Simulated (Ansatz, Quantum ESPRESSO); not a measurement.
# Complex bands of MgO, rock salt type, lattice constant set to 4.047 Å, part 3 of 3

Wanted: the complex band structure of MgO, rock salt type, lattice constant set to 4.047 Å, as for a tunnel barrier.

Quantum ESPRESSO 7.5; plane-wave DFT, PBE, GBRV ultrasoft pseudopotentials; cross-check by Ansatz 0.2.0 with PAW datasets.

So far. Step 2 (Ground state): The run needed 9 iterations to bring the estimated error under 1e-09 Ry.

## Step 4: Complex bands with pwcond.x, with ewind = 6.0 and epsproj = 1e-07

Level of this step: complex band structure by pwcond; plane-wave DFT, PBE, GBRV ultrasoft pseudopotentials (Quantum ESPRESSO).

A sensitivity test on the input.

File cbs.w.in:

```
&inputcond
  outdir = './out'
  prefixl = 'scf'
  band_file = 'cbs.w'
  ikind = 0
  ewind = 6.0
  epsproj = 1e-07
  nz1 = 7
  energy0 = 6.9
  denergy = -0.23
/
4
  0.00000000 0.00000000 1.00000000
  0.50000000 0.00000000 1.00000000
  0.50000000 0.50000000 1.00000000
  0.25000000 0.00000000 1.00000000
40
```

On the command line:

```
$ OMP_NUM_THREADS=1 mpirun -n 2 pwcond.x -in cbs.w.in > cbs.w.out
```

Numbers of over 12 decimals in the logs are rounded to 6 here.

The program printed:

```text
[banner, memory and clock lines left out]
Program PWCOND v.7.5 starts
[citation notice left out]

[...]
./out/scf.save/

     IMPORTANT: XC functional enforced from input :
     Exchange-correlation= PBE
                           (   1   4   3   4   0   0   0)
     Any further DFT definition will be discarded
     Please, verify this is what you really want

     Check: negative core charge=   -0.000004
     Reading collected, re-writing distributed wavefunctions

===== INPUT FILE containing the left lead =====

     GEOMETRY:

     lattice parameter (alat)  =       5.4078  a.u.
     the volume                =     223.6486 (a.u.)^3
     the cross section         =      29.2438 (a.u.)^2
     l of the unit cell        =       1.4142 (alat)
     number of atoms/cell      =            4
     number of atomic types    =            2

     crystal axes: (cart. coord. in units of alat)
               a(1) = (  1.0000  0.0000  0.0000 )
               a(2) = (  0.0000  1.0000  0.0000 )
               a(3) = (  0.0000  0.0000  1.4142 )

   Cartesian axes

     site n.     atom                  positions (alat units)
          1        Mg     tau(  1)=(  0.0000  0.0000  1.4142  )
          2        O      tau(  2)=(  0.5000  0.5000  1.4142  )
          3        Mg     tau(  3)=(  0.5000  0.5000  0.7071  )
          4        O      tau(  4)=(  0.0000  0.0000  0.7071  )

     nr1s                      =           24
     nr2s                      =           24
     nr3s                      =           32
     nr1sx                     =           24
     nr2sx                     =           24
     nr3sx                     =           32
     nr1                       =           25
     nr2                       =           25
     nr3                       =           36
     nr1x                      =           25
     nr2x                      =           25
     nr3x                      =           36

 _______________________________
  Radii of nonlocal spheres:

     type       ibeta     ang. mom.          radius (alat units)
       Mg         1         0                    0.2801
       Mg         2         0                    0.2801
       Mg         3         0                    0.2801
       Mg         4         1                    0.2801
       Mg         5         1                    0.2801
       Mg         6         2                    0.2801
       Mg         7         2                    0.2801
       O          1         0                    0.2317
       O          2         0                    0.2317
       O          3         1                    0.2317
       O          4         1                    0.2317
       O          5         2                    0.2317
----- General information -----

----- Complex band structure calculation -----

     nrx                       =           24
     nry                       =           24
     nz1                       =            7

     energy0               =         6.9E+00
     denergy               =        -2.3E-01
     nenergy               =         40
     ecut2d                =         4.0E+01
     ewind                 =         6.0E+00
     epsproj               =         1.0E-07

     number of k_|| points=    4
                       cryst. coord.
        k(    1) = (   0.0000000   0.0000000), wk =   0.2500000
        k(    2) = (   0.5000000   0.0000000), wk =   0.2500000
        k(    3) = (   0.5000000   0.5000000), wk =   0.2500000
        k(    4) = (   0.2500000   0.0000000), wk =   0.2500000
----- Information about left lead -----

     nocros                   =           32
     noins                    =           32
     norb                     =           96
     norbf                    =           96
     nrz                      =           32

      iorb      type   ibeta   ang. mom.   m       position (alat)
        1        1       1        0        1   taunew(   1)=(  0.0000  0.0000  0.0000)
        2        1       2        0        1   taunew(   2)=(  0.0000  0.0000  0.0000)
[...]
96        2       5        2        5   taunew(  96)=(  0.5000  0.5000  1.4142)
 ngper, shell number =           97          16
 ngper, n2d =           97          97
---  E-Ef =    6.9000000  k =    0.0000000   0.0000000
---  ie =          1  ik =          1
 Nchannels of the left tip =            1
 Right moving states:
   k1(2pi/a)   k2(2pi/a)   E-Ef (eV)
   0.2084778   0.0000000   6.9000000
 Left moving states:
   k1(2pi/a)   k2(2pi/a)   E-Ef (eV)
  -0.2084790   0.0000000   6.9000000

---  E-Ef =    6.6700000  k =    0.0000000   0.0000000
---  ie =          2  ik =          1
 Nchannels of the left tip =            1
 Right moving states:
   k1(2pi/a)   k2(2pi/a)   E-Ef (eV)
   0.1756268   0.0000000   6.6700000
 Left moving states:
   k1(2pi/a)   k2(2pi/a)   E-Ef (eV)
  -0.1756279   0.0000000   6.6700000
[... further energies and points left out ...]
---  E-Ef =   -1.8400000  k =    0.2500000   0.0000000
---  ie =         39  ik =          4
 Nchannels of the left tip =            1
 Right moving states:
   k1(2pi/a)   k2(2pi/a)   E-Ef (eV)
   0.3191669  -0.0000000  -1.8400000
 Left moving states:
   k1(2pi/a)   k2(2pi/a)   E-Ef (eV)
  -0.3191670  -0.0000000  -1.8400000

---  E-Ef =   -2.0700000  k =    0.2500000   0.0000000
---  ie =         40  ik =          4
 Nchannels of the left tip =            2
 Right moving states:
   k1(2pi/a)   k2(2pi/a)   E-Ef (eV)
  -0.0582944   0.0000000  -2.0700000
   0.2726064  -0.0000000  -2.0700000
 Left moving states:
   k1(2pi/a)   k2(2pi/a)   E-Ef (eV)
   0.0582938   0.0000000  -2.0700000
  -0.2726064  -0.0000000  -2.0700000

[...]
```

Elapsed: 71 s, on 2 MPI ranks of Arm Neoverse V2, shared host; peak memory 0.12 GiB.

Beside the run it was changed from:

```
                                       quantity  this run  unchanged run  difference
peak of the smallest κ at the zone centre (Å⁻¹)     0.393          0.393           0
                                  wall time (s)        71             27
```

The physical values in this table stay within 0.05 %.

## Step 5: Cross-check with Ansatz

A second code with its own PAW datasets, on the same atoms.

Level of this step: plane-wave DFT, PBE, Ansatz PAW (Ansatz 0.2.0).

File input.yaml:

```yaml
crystal:
  lattice:
    - [2.8616611435, 0.0, 0.0]
    - [0.0, 2.8616611435, 0.0]
    - [0.0, 0.0, 4.047]
  atoms:
    - { symbol: Mg, position: [0.0, 0.0, 0.0] }
    - { symbol: O, position: [0.5, 0.5, 0.0] }
    - { symbol: Mg, position: [0.5, 0.5, 0.5] }
    - { symbol: O, position: [0.0, 0.0, 0.5] }
kpoints:
  mp_grid: { grid: [8, 8, 6] }
hamiltonian:
  xc: pbe
scf:
  occupations: { method: fixed }
  convergence: { dr2_threshold: 1.0e-09 }
output:
  transmission:
    leads: [[0, 0]]
    kpoints: [[0, 0], [0.5, 0], [0.5, 0.5], [0.25, 0]]
    e_range: [-2.07, 6.9]
    de: 0.23
```

On the command line:

```
$ ansatz run input.yaml --threads 2 --pin off --max-ram 4096MiB --backend cpu --events-out ev --progress --plain --runs-dir out
```

The program printed:

```text
Engine: ansatz 0.2.0, aarch64-unknown-linux-gnu
Pseudopotentials: kind: paw
Pseudopotential: Mg, paw, valence charge 10, recommended cutoff 420 eV (normal), Mg.paw.azcp
Pseudopotential: O, paw, valence charge 6, recommended cutoff 420 eV (normal), O.paw.azcp
Functional definition: PBE
  parameter kappa = 0.804
  parameter beta = 0.066725
  exchange = pbe_x(kappa = kappa, mu = beta*pi^2/3)
  correlation = pbe_c(beta = beta)
Crystal: 4 atoms, lattice volume = 33.141 Å³
Basis set: ecut = 420 eV, 657 PW (Γ)
Bands: 20, of which v1, the nominal top of the filled ones, is band 16 counted from 1 (15 counted from 0)
Symmetry: 32 space group operations
Space group: Fm-3m (ITA 225), of the structure as read, at distance tolerance 3.2e-5 Å
k-points: 60 of 384
Non-local potential: Mg, projectors of the file, l = 0: 3, l = 1: 2, l = 2: 1
Non-local potential: O, projectors of the file, l = 0: 2, l = 1: 2, l = 2: 1
PAW form: soft (Blöchl's): semilocal exchange-correlation on the pseudo side does not see the compensation charge
PAW one-centre angular grid: Mg, 110 points (default); XC on 64 Gauss nodes
PAW one-centre angular grid: O, 110 points (default); XC on 64 Gauss nodes
Initial density: superposition of atomic densities (neutral atoms: chi_scale 0, normalization atom), corrected by the library's trained network
Initial wavefunctions: pseudopotential atomic-orbital guess
Functional: x = pbe(κ = 0.804, μ = 0.219515), c = pbe(β = 0.066725)
SCF iter   1: F=—  HF=-4987.833114 eV  |F-HF|=—  |Δ(HF+E_count)|=         —  Δρ=1.74e-3  dr2=7.79e-4  ethr=1.77e-3  ⟨swp⟩=4.7  Hψ=5000  notcnv=0  defer=98
preconditioner: auto → none  [insulator: Δε(μ)=5.983 eV  Ē_g=17.132 eV  n_scr=14 (ndim 8)  ℏωp=25.8 eV  f_vac=0.000  ε∞_Penn≈3.3]
SCF iter   2: F=—  HF=-4987.832910 eV  |F-HF|=—  |Δ(HF+E_count)|=   2.04e-4  Δρ=7.96e-4  dr2=8.66e-5  ethr=2.43e-6  ⟨swp⟩=2.0  Hψ=2622  notcnv=0  defer=118
SCF iter   3: F=—  HF=-4987.832928 eV  |F-HF|=—  |Δ(HF+E_count)|=   1.86e-5  Δρ=2.80e-4  dr2=6.97e-6  ethr=2.70e-7  ⟨swp⟩=2.0  Hψ=1645  notcnv=0  defer=100
SCF iter   4: F=—  HF=-4987.832965 eV  |F-HF|=—  |Δ(HF+E_count)|=   3.67e-5  Δρ=6.51e-5  dr2=5.32e-7  ethr=2.18e-8  ⟨swp⟩=2.0  Hψ=2160  notcnv=0  defer=11
SCF iter   5: F=—  HF=-4987.832964 eV  |F-HF|=—  |Δ(HF+E_count)|=   9.65e-7  Δρ=3.03e-5  dr2=1.14e-7  ethr=1.66e-9  ⟨swp⟩=3.0  Hψ=2479  notcnv=0
SCF iter   6: F=—  HF=-4987.832964 eV  |F-HF|=—  |Δ(HF+E_count)|=   1.00e-7  Δρ=3.12e-6  dr2=9.73e-10  ethr=3.13e-12  ⟨swp⟩=3.4  Hψ=4851  notcnv=0
SCF iter   7: F=-4987.832964 eV  HF=-4987.832964 eV  |F-HF|=2.88e-10  |Δ(HF+E_count)|=  5.48e-10  Δρ=1.23e-6  dr2=1.73e-10  ethr=3.04e-12  ⟨swp⟩=2.0  Hψ=2400  notcnv=0
SCF 1 converged in 7 iterations: F = -4987.832964 eV  dr2 = 1.73e-10
  greatest PAW one-centre occupation: 1.000 electrons in one spin orbital (limit 2), on the Mg atom at site 2 (counted from 0), in its partial waves of l = 0
transmission: 7 of 28 steps passed
transmission: 14 of 28 steps passed
transmission: 21 of 28 steps passed
transmission: 28 of 28 steps passed
SCF converged after 7 iterations
Free energy (F): -4987.832964 eV
Harris-Foulkes:  -4987.832964 eV  (|F-HF|=2.88e-10)
Internal energy: -4987.832964 eV  (E = F + TS)
E sigma→0 (E₀):  -4987.832964 eV
Fermi energy:    9.723047 eV
--- Per-component energies (eV) ---
  E_band       = -532.445589
  E_kinetic    = 519.219864
  E_local      = -3051.889672  (includes V_loc(G=0)·N_el)
  E_nonlocal   = 286.228030
  E_hartree    = 1055.010112
  E_xc         = -212.898735
  E_vxc        = -273.031481  (∫ρ·V_xc dr)
  E_paw        = -899.597345  (= ΣΔE_a)
  E_vpaw       = -122.998302  (= ΣTr[D̂ρ^β])
  E_aug_tail   = 0.005060  (compensation charges beyond the density's cutoff)
  E_ewald      = -2683.910277
  E_smearing   = -0.000000  (= −TS)
  E_closure    = -0.000000  (closes the sum)
  Σ components = -4987.832964   (vs F -4987.832964, Δ=0.00e0)
--- Band table (eV; the first three rows and the last of 60) ---
  k-point 0: bands = [... 12 lower, 8.2136, 9.7228, 9.7230, 9.7230, 15.7201, 18.9951, 21.0775, 24.1614]
  k-point 1: bands = [... 12 lower, 8.2972, 9.1827, 9.5991, 9.5991, 16.3095, 19.2423, 21.0106, 24.2245]
  k-point 2: bands = [... 12 lower, 8.5354, 8.5354, 9.2812, 9.2812, 17.6263, 19.9815, 20.3818, 22.8762]
  k-point 59: bands = [... 12 lower, 6.4029, 6.4029, 7.7266, 7.7266, 22.2116, 22.2116, 22.2116, 22.2116]
--- Transmission ---
  basis      : 69 plane waves across, 7 finite elements along
  points     : 4, as listed
  energies   : 40 from -2.070000 to 6.900000 eV about the Fermi level, 0.230000 eV apart; the leads are filled to 2.998545 eV, and channels, transmission and decay are at 2.990000 eV
  crystal 0  : Mg2O2, at the sites [0, 0], period 4.0470 Å: whole cells are its period
    offset         : up to 0.0000 Å between an atom of the period and one for which it stands
    channels       : 0.000000e0 a spin
    conductance    : none, the energies end too early or step too widely for 300 K: set another output.transmission.e_range or a lower de, or, where they end at an eighth of basis.ecutwfc, a higher one
    slowest decay  : 0.3910 /Å at (0.0000, 0.0000)
```

The job ended after 5.8 s (2 threads; peak memory 0.28 GiB; 7.2 s of CPU time).

Read from the output:

| Item | Value |
| --- | --- |
| free energy | -4987.8330 eV |
| gap by band count | 5.997 eV |
| symmetry operations | 32 |
| slowest decay at the grid energy nearest mid-gap | 0.391 Å⁻¹ |
| peak of the smallest κ at the zone centre | 0.3910 Å⁻¹ |
| valence top, on the run's zero | 9.723 eV |

K across = (0, 0) in the cell's reciprocal vectors; values within 0.0025 1/Å of each other count once, columns are sorted by size at each energy, a dash where no further value was kept. The Im kz of the slowest decaying states by energy, zero at the highest filled level of the SCF mesh:

| energy (eV) | decay 1 (Å⁻¹) | decay 2 (Å⁻¹) | decay 3 (Å⁻¹) |
| --- | --- | --- | --- |
| -2.07 | 0.647 | 1.08 | - |
| -1.84 | 0.502 | 1.08 | - |
| -1.38 | 1.08 | - | - |
| -1.15 | 1.08 | - | - |
| -0.92 | 1.07 | - | - |
| -0.46 | 1.07 | - | - |
| -0.23 | 1.07 | - | - |
| 0.00 | 0.00734 | 1.06 | - |
| 0.46 | 0.214 | 0.456 | 1.06 |
| 0.69 | 0.256 | 0.542 | 1.05 |
| 0.92 | 0.288 | 0.607 | 1.05 |
| 1.38 | 0.334 | 0.705 | 1.04 |
| 1.61 | 0.351 | 0.742 | 1.04 |
| 1.84 | 0.364 | 0.774 | 1.03 |
| 2.30 | 0.382 | 0.826 | 1.02 |
| 2.53 | 0.387 | 0.847 | 1.01 |
| 2.99 | 0.391 | 0.882 | 0.999 |
| 3.22 | 0.390 | 0.897 | 0.992 |
| 3.45 | 0.386 | 0.910 | 0.985 |
| 3.91 | 0.371 | 0.930 | 0.969 |
| 4.14 | 0.360 | 0.939 | 0.961 |
| 4.37 | 0.347 | 0.946 | 0.952 |
| 4.83 | 0.309 | 0.934 | 0.958 |
| 5.06 | 0.283 | 0.924 | 0.962 |
| 5.29 | 0.252 | 0.914 | 0.965 |
| 5.75 | 0.156 | 0.892 | 0.970 |
| 5.98 | 0.0415 | 0.881 | 0.941 |
| 6.21 | 0.869 | 0.907 | 0.972 |
| 6.67 | 0.837 | 0.844 | 0.971 |
| 6.90 | 0.799 | 0.831 | 0.969 |

K across = (0, 0) in the cell's reciprocal vectors. Re kz of states that move upwards against energy, zero at the highest filled level of the SCF mesh:

```
energy (eV)  channel 1 (Å⁻¹)  channel 2 (Å⁻¹)  channel 3 (Å⁻¹)
      -2.07           -0.597                -                -
      -1.84           -0.549                -                -
      -1.38           -0.452            0.324            0.324
      -1.15           -0.402            0.549            0.549
      -0.92           -0.351            0.719            0.719
      -0.46           -0.530           -0.530           -0.237
      -0.23           -0.359           -0.359           -0.163
       0.00                -                -                -
       0.46                -                -                -
       0.69                -                -                -
       0.92                -                -                -
       1.38                -                -                -
       1.61                -                -                -
       1.84                -                -                -
       2.30                -                -                -
       2.53                -                -                -
       2.99                -                -                -
       3.22                -                -                -
       3.45                -                -                -
       3.91                -                -                -
       4.14                -                -                -
       4.37                -                -                -
       4.83                -                -                -
       5.06                -                -                -
       5.29                -                -                -
       5.75                -                -                -
       5.98                -                -                -
       6.21            0.151                -                -
       6.67            0.279                -                -
       6.90            0.329                -                -
```

K across = (1/2, 0) in the cell's reciprocal vectors; values within 0.0025 1/Å of each other count once, columns are sorted by size at each energy, a dash where no further value was kept. Im kz of the slowest decaying states against energy, zero at the highest filled level of the SCF mesh:

```
energy (eV)  decay 1 (Å⁻¹)  decay 2 (Å⁻¹)
      -2.07              -              -
      -1.61              -              -
      -1.15           1.35              -
      -0.69          0.151           1.05
      -0.46          0.264           1.35
       0.00          0.392              -
       0.46          0.474              -
       0.92          0.534              -
       1.38          0.578           1.48
       1.84          0.611           1.45
       2.30          0.635           1.42
       2.53          0.644           1.40
       2.99          0.657           1.37
       3.45          0.663           1.34
       3.91          0.663           1.31
       4.37          0.656           1.29
       4.83          0.644           1.26
       5.29          0.625           1.23
       5.52          0.614           1.22
       5.98          0.586           1.20
       6.44          0.550           1.17
       6.90          0.505           1.14
```

K across = (1/2, 1/2) in the cell's reciprocal vectors; values within 0.0025 1/Å of each other count once, columns are sorted by size at each energy, a dash where no further value was kept. The Im kz of the slowest decaying states by energy, zero at the highest filled level of the SCF mesh:

```csv
energy (eV),decay 1 (Å⁻¹),decay 2 (Å⁻¹)
-2.07,0.191,-
-1.84,-,-
-1.61,-,-
-1.38,0.161,0.239
-1.15,0.262,0.371
-0.92,0.327,0.450
-0.69,0.376,0.506
-0.46,0.416,0.549
-0.23,0.448,0.583
0.00,0.476,0.611
0.46,0.519,0.655
0.69,0.536,0.672
0.92,0.551,0.686
1.15,0.563,0.699
1.38,0.574,0.709
1.61,0.583,0.719
1.84,0.590,0.726
2.07,0.596,0.733
2.30,0.601,0.738
2.53,0.604,0.742
2.76,0.606,0.745
2.99,0.608,0.748
3.22,0.608,0.749
3.45,0.607,0.750
3.68,0.605,0.749
3.91,0.602,0.748
4.14,0.599,0.747
4.37,0.594,0.744
4.83,0.582,0.737
5.06,0.574,0.733
5.29,0.566,0.727
5.52,0.557,0.721
5.75,0.546,0.715
5.98,0.535,0.707
6.21,0.522,0.699
6.44,0.508,0.690
6.67,0.493,0.681
6.90,0.476,0.670
```

K across = (1/4, 0) in the cell's reciprocal vectors; values within 0.0025 1/Å of each other count once, columns are sorted by size at each energy, a dash where no further value was kept. The Im kz of the slowest decaying states by energy, zero at the highest filled level of the SCF mesh:

```
energy (eV)  decay 1 (Å⁻¹)  decay 2 (Å⁻¹)  decay 3 (Å⁻¹)
      -2.07          0.851           1.41              -
      -1.84          0.126          0.721           1.39
      -1.38          0.210          0.276           1.36
      -1.15          0.217           1.34              -
      -0.92          0.200           1.33              -
      -0.46           1.30              -              -
      -0.23         0.0674          0.220           1.29
       0.00          0.317          0.408           1.27
       0.46          0.432          0.650           1.25
       0.69          0.473          0.725           1.24
       0.92          0.507          0.785           1.23
       1.38          0.561          0.877           1.20
       1.61          0.582          0.913           1.19
       1.84          0.601          0.945           1.18
       2.30          0.631          0.997           1.16
       2.53          0.642           1.02           1.15
       2.99          0.660           1.05           1.13
       3.22          0.666           1.07           1.12
       3.45          0.671           1.08           1.11
       3.91          0.675           1.08           1.11
       4.14          0.676           1.07           1.12
       4.37          0.675           1.06           1.13
       4.83          0.668           1.04           1.14
       5.06          0.662           1.03           1.15
       5.29          0.655           1.02           1.15
       5.75          0.636          0.991           1.16
       5.98          0.623          0.978           1.17
       6.21          0.609          0.965           1.17
       6.67          0.572          0.938           1.17
       6.90          0.548          0.924           1.18
```

## Step 6: A check by hand

T falls as exp(−2κd). With κ = 0.393 1/Å, 10 Å of barrier pass exp(−2 × 0.393 × 10) = 3.9e-4 of that channel, interfaces aside.

## Step 7: Summary of results

```
gap on the SCF mesh                                                  : 6.03 eV
smallest κ at mid-gap among the four k points, at the zone centre    : 0.393 Å⁻¹
peak of the smallest κ in the stop band at the zone centre           : 0.393 Å⁻¹
energy of the peak at the zone centre, over the highest filled level : 2.99 eV
peak at the zone centre by Ansatz                                    : 0.391 Å⁻¹
```

**Reading.** With a gap of 6.03 eV on the mesh, the smallest κ at mid-gap among the four k points, at the zone centre is 0.393 Å⁻¹ (PBE, GBRV ultrasoft). For a barrier with the Fermi level at mid-gap the slowest state found, at the zone centre, loses a factor of ten in probability every 2.9 Å or so. Stop bands away from the zone centre are mostly wider than the gap, so their peaks can lie above the conduction bottom. At the zone centre pwcond's peak is 0.393 and Ansatz's 0.391 1/Å, 1 % apart. The cell is the a/√2 one, turned by 45°, with two primitive cells, so X along [001] folds onto kz = 0. A semilocal gap is too small, often by a third to a half and by more in narrow-gap crystals, so real barriers decay faster.

[Logs are printed without paths, hosts, clocks, repeated set-up lines and the standing remarks that a program may print on its own settings, such as how far it seeks lower states.]

[Hosts, paths, dates, database ids (printed as entryN), source tags and the programs' standing remarks are cut or masked in the printed files.]

[Maps of the electrostatic potential energy from Ansatz leave out the sawtooth potential of an applied field or a dipole correction, so their vacuum need not be flat; planar profiles and work functions include it.]
